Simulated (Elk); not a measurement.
**MgCo3B: magneto-optical Kerr spectrum**

Aim: the polar Kerr rotation of MgCo3B from the optical conductivity tensor.

Main program and level: Elk 11.2.3 (patched build); PBEsol; all-electron APW+lo, Dirac cores, scalar-relativistic bands with second-variational spin-orbit coupling.

Most raw output is cut from this account.

## 1. Starting point

It takes space group Pm-3m (No. 221, cubic). Conventional cell: a = 3.777 Å, b = 3.777 Å, c = 3.777 Å, α = 90.00°, β = 90.00°, γ = 90.00°. Mg has 12 Co at 2.67 Å nearest. Nearest to Co lie 2 B at 1.89 Å and 8 Co at 2.67 Å and 4 Mg at 2.67 Å. Nearest to B lie 6 Co at 1.89 Å. invented: MgCo3C (Pm-3m) with B for C. Farther neighbours are not listed.

The cell is a made-up one and need not be a known phase.

## 2. Self-consistent run

In a ferromagnet the Kerr effect comes from exchange splitting and spin–orbit coupling together. The parallel order is imposed here; no other order was tried.

In this input [111] lies along z, the axis of the moments and of the light.

The last three numbers of an atom's line are a seed field in its sphere. It points against the wanted moment and shrinks by the factor reducebf each loop.

elk.in reads:

```
tasks
  0
  15
  33
  73

xctype
  22

rgkmax
  7.0

nempty
  14

swidth
  0.005

reducebf
  0.5

epsengy
  1e-05

maxscl
  100

lmaxi
  3

lmaxapw
  6

lmaxo
  4

spinpol
  .true.

spinorb
  .true.

cmagz
  .true.

sppath
  './'

avec
  5.62901475311 -1.50828995727 4.12072479582
  -1.50828995727 5.62901475311 4.12072479582
  -4.12072479582 -4.12072479582 4.12072479582

atoms
  3
  'Mg.in'
  1
  0.0000000000 0.0000000000 0.0000000000   0.000000 0.000000 0.000000
  'Co.in'
  3
  0.0000000000 0.5000000000 0.5000000000   0.000000 0.000000 -0.150000
  0.5000000000 0.0000000000 0.5000000000   0.000000 0.000000 -0.150000
  0.5000000000 0.5000000000 0.0000000000   0.000000 0.000000 -0.150000
  'B.in'
  1
  0.5000000000 0.5000000000 0.5000000000   0.000000 0.000000 0.000000

ngridk
  6 6 6

plot3d
  0 0 0
  1 0 0
  0 1 0
  0 0 1
  19 19 19
```

The run is started by

```bash
> OMP_NUM_THREADS=4 elk
```

Wall time 5 min (4 threads of Arm Neoverse V2, shared host); peak memory 0.4 GiB.

Spin moment in the muffin-tin sphere by atom:

```tsv
atom	spin moment in the muffin-tin sphere (μB)
Mg1	-0.027
Co2	0.681
Co3	0.681
Co4	0.681
B5	-0.045
```

Numbers from this step:

```yaml
density_of_states_at_the_fermi_level: 5.121 states/eV/cell
moment_between_the_spheres: -0.1196 μB
magnetization: 1.853 μB
final_state: ferromagnetic
```

After 24 cycles the largest moment stands at 0.681 μB.

Orbital moment <L> in the sphere by atom:

```tsv
atom	x (μB)	y (μB)	z (μB)	size
Mg1	0.0000	0.0000	0.0000	0.0000
Co2	0.0251	-0.0068	0.0421	0.0495
Co3	-0.0066	0.0251	0.0421	0.0495
Co4	-0.0185	-0.0183	0.0421	0.0495
B5	0.0000	0.0000	0.0000	0.0000
```

## 3. States and momentum matrix elements on a finer mesh

Optical spectra need more k points than the density, so the states are solved once on a finer mesh in the saved potential.

elk.in reads:

```
tasks
  1
  120

xctype
  22

rgkmax
  7.0

nempty
  14

swidth
  0.005

reducebf
  0.5

epsengy
  1e-05

maxscl
  1

lmaxi
  3

lmaxapw
  6

lmaxo
  4

spinpol
  .true.

spinorb
  .true.

cmagz
  .true.

sppath
  './'

avec
  5.62901475311 -1.50828995727 4.12072479582
  -1.50828995727 5.62901475311 4.12072479582
  -4.12072479582 -4.12072479582 4.12072479582

atoms
  3
  'Mg.in'
  1
  0.0000000000 0.0000000000 0.0000000000   0.000000 0.000000 0.000000
  'Co.in'
  3
  0.0000000000 0.5000000000 0.5000000000   0.000000 0.000000 -0.000150
  0.5000000000 0.0000000000 0.5000000000   0.000000 0.000000 -0.000150
  0.5000000000 0.5000000000 0.0000000000   0.000000 0.000000 -0.000150
  'B.in'
  1
  0.5000000000 0.5000000000 0.5000000000   0.000000 0.000000 0.000000

ngridk
  10 10 10
```

The run is started by

```bash
> OMP_NUM_THREADS=4 elk
```

Run time: 2.1 min. Hardware: 4 threads; peak memory 0.82 GiB; 8.3 min of CPU time.

Read from the output:

```yaml
magnetization: 1.865 μB
largest_moment: 0.6853 μB
```

## 4. Optics with a broadening of 0.20 eV

The broadening stands for the lifetime of the excited states; it lowers and widens the peaks.

elk.in, as its differences from that of step 3:

```diff
@@ -1,4 +1,4 @@
 tasks
-  1
-  120
+  121
+  122
 
@@ -14,3 +14,3 @@
 swidth
-  0.005
+  0.0075
 
@@ -23,3 +23,3 @@
 maxscl
-  1
+  100
 
@@ -41,2 +41,5 @@
 cmagz
+  .true.
+
+intraband
   .true.
@@ -67 +70,10 @@
   10 10 10
+
+wplot
+  240 100 0
+  0.00000 0.30000
+
+optcomp
+  1 1
+  1 2
+  3 3
```

The run is started by

```bash
> OMP_NUM_THREADS=4 elk
```

Run time: 84 s. Hardware: 4 threads; peak memory 0.05 GiB; 5.6 min of CPU time.

Intraband term included. The polar Kerr angle by photon energy; values in degrees:

```tsv
photon energy (eV)	rotation	ellipticity
0.00	0	0
0.25	-0.00200	-0.0507
0.50	0.131	-0.124
0.75	0.107	0.00345
1.00	0.0852	-0.0556
1.25	0.156	-0.0594
1.50	0.187	-0.00779
1.75	0.171	0.0261
2.00	0.189	0.0482
2.25	0.183	0.102
2.50	0.133	0.133
2.75	0.141	0.119
3.00	0.112	0.174
3.25	0.0578	0.143
3.50	0.0720	0.173
3.75	-0.00154	0.171
4.00	-0.0138	0.114
4.25	0.0263	0.103
4.50	0.0113	0.177
4.75	-0.0586	0.179
5.00	-0.100	0.135
5.25	-0.129	0.105
5.50	-0.119	6.0e-5
5.75	-0.0846	0.0415
6.00	-0.0865	0.0424
6.25	-0.157	-0.0138
6.50	-0.107	-0.0965
6.75	-0.00811	-0.139
7.00	0.0654	-0.0598
7.25	0.00124	0.00899
7.50	-0.00563	-0.0516
7.75	0.0187	-0.0245
8.00	0.0234	-0.0743
```

Intraband term included. The optical conductivity by photon energy:

```tsv
photon energy (eV)	Re sigma xx (S/cm)	Im sigma xx (S/cm)	Re sigma xy (S/cm)	Im sigma xy (S/cm)	Re sigma zz (S/cm)	Im sigma zz (S/cm)
0.00	7340	0	-38.1	0	7365	0
0.25	4650	1533	-48.8	17.9	4643	1541
0.50	4037	291	-97.9	-12.3	4034	289
0.75	4363	-748	-46.8	-28.8	4365	-747
1.00	5440	-876	-62.7	2.75	5441	-871
1.25	6368	-278	-108	-38.7	6359	-280
1.50	6283	925	-67.9	-94.4	6281	922
1.75	5957	1309	-30.1	-88.3	5956	1309
2.00	5507	1749	-8.73	-90.0	5505	1742
2.25	5155	1952	20.4	-82.9	5157	1948
2.50	4652	2141	37.3	-53.0	4655	2140
2.75	3991	1969	26.0	-41.3	3995	1968
3.00	3734	1500	30.3	-33.5	3737	1506
3.25	3854	1111	22.4	-23.2	3850	1112
3.50	4080	1070	27.0	-30.7	4079	1065
3.75	4106	1125	33.1	-15.3	4104	1128
4.00	4137	1224	23.0	-6.98	4139	1221
4.25	4026	1412	17.6	-11.9	4025	1414
4.50	3789	1385	29.1	-12.2	3789	1386
4.75	3530	1339	29.5	-0.275	3530	1339
5.00	3400	1071	23.0	5.04	3397	1072
5.25	3284	798	19.9	7.33	3284	797
5.50	3476	368	10.5	11.7	3472	365
5.75	3782	444	12.8	5.43	3783	441
6.00	3968	360	13.9	5.30	3968	355
6.25	4000	469	14.3	19.7	4007	468
6.50	4153	339	0.796	22.9	4156	339
6.75	4323	420	-16.1	16.7	4321	421
7.00	4447	474	-15.0	-1.49	4448	470
7.25	4599	525	1.04	-1.21	4604	524
7.50	4685	688	-6.56	6.52	4687	689
7.75	4738	713	-5.49	0.0999	4736	714
8.00	4930	823	-13.7	4.87	4932	821
```

## 5. Optics with a broadening of 0.11 eV

elk.in, as its differences from that of step 4:

```diff
@@ -14,3 +14,3 @@
 swidth
-  0.0075
+  0.004
```

The run is started by

```bash
> OMP_NUM_THREADS=4 elk
```

Wall time 84 s (4 threads); peak memory 0.05 GiB; 5.6 min of CPU time.

Intraband term included. Table of polar Kerr angle by photon energy; values in degrees:

```tsv
photon energy (eV)	rotation	ellipticity
0.00	0	0
0.25	-0.0281	-0.0408
0.50	0.284	-0.246
0.75	0.0842	0.0518
1.00	0.0636	-0.0895
1.25	0.188	-0.0785
1.50	0.217	-0.00690
1.75	0.146	0.0326
2.00	0.198	0.0498
2.25	0.188	0.137
2.50	0.106	0.188
2.75	0.166	0.106
3.00	0.135	0.208
3.25	0.0158	0.108
3.50	0.0941	0.200
3.75	-0.0278	0.173
4.00	-0.0278	0.0797
4.25	0.0183	0.0641
4.50	-0.0193	0.216
4.75	-0.0833	0.216
5.00	-0.111	0.152
5.25	-0.133	0.134
5.50	-0.130	-0.108
5.75	-0.105	0.0940
6.00	-0.0296	0.0912
6.25	-0.215	0.0256
6.50	-0.146	-0.0885
6.75	0.00364	-0.205
7.00	0.108	-0.108
7.25	-0.0183	0.0644
7.50	-0.0312	-0.0979
7.75	0.0448	-0.00232
8.00	0.00434	-0.196
```

## 6. A faulty input

A slip in the input shows what the program catches and what it lets pass.

elk.in, as its differences from that of step 2:

```diff
@@ -2,5 +2,2 @@
   0
-  15
-  33
-  73
 
@@ -10,3 +7,3 @@
 rgkmax
-  7.0
+  3.5
 
@@ -25,3 +22,3 @@
 maxscl
-  100
+  50
 
@@ -69,8 +66 @@
   6 6 6
-
-plot3d
-  0 0 0
-  1 0 0
-  0 1 0
-  0 0 1
-  19 19 19
```

The run is started by

```bash
> OMP_NUM_THREADS=4 elk
```

Elapsed: 4.4 min, on 4 threads; peak memory 0.3 GiB; 17 min of CPU time.

Convergence was reached, yet the input spoils the result.

The fault in the input: a cutoff far too low.

The largest moment is 0 μB against 0.681 μB in the first run, and the free energy lies +54.2 eV from it.

So small a basis of waves describes the states badly; the cutoff must rise until moments and differences stand still.

## 7. The strongest peak

The largest local extreme of the rotation above 0.5 eV, for majority spin along +z:

```tsv
broadening (eV)	energy (eV)	rotation (°)	ellipticity (°)	rotation at 1.96 eV (°)
0.20	2.14	0.195	0.077	0.187
0.11	0.54	0.370	-0.097	0.198
```

## 8. Summary of results

```json
{"net spin moment": "1.85 μB a cell", "strongest peak above 0.5 eV": "0.19° at 2.1 eV", "rotation at 1.96 eV": "0.19°"}
```

Above 0.5 eV the rotation peaks at 2.14 eV, with 0.19° for majority spin along +z at a broadening of 0.20 eV. The run's majority spin points along +z; the magnetisation points the other way, and the angle changes sign with it. The intraband term is included. Which peak is strongest changes with the broadening. These are independent-particle spectra on a 10×10×10 mesh, not shown converged.

[Logs and program files are shortened in this print: banners, set-up blocks, solver, clock and traceback lines can be left out without a mark of their own.]

[Logs are printed without paths, hosts, clocks, repeated set-up lines and the standing remarks that a program may print on its own settings, such as how far it seeks lower states.]

[Hosts, paths, dates, database ids (printed as entryN), source tags and the programs' standing remarks are cut or masked in the printed files.]

[Where a cell is said to come from a database of computed structures, the database is the Materials Project.]
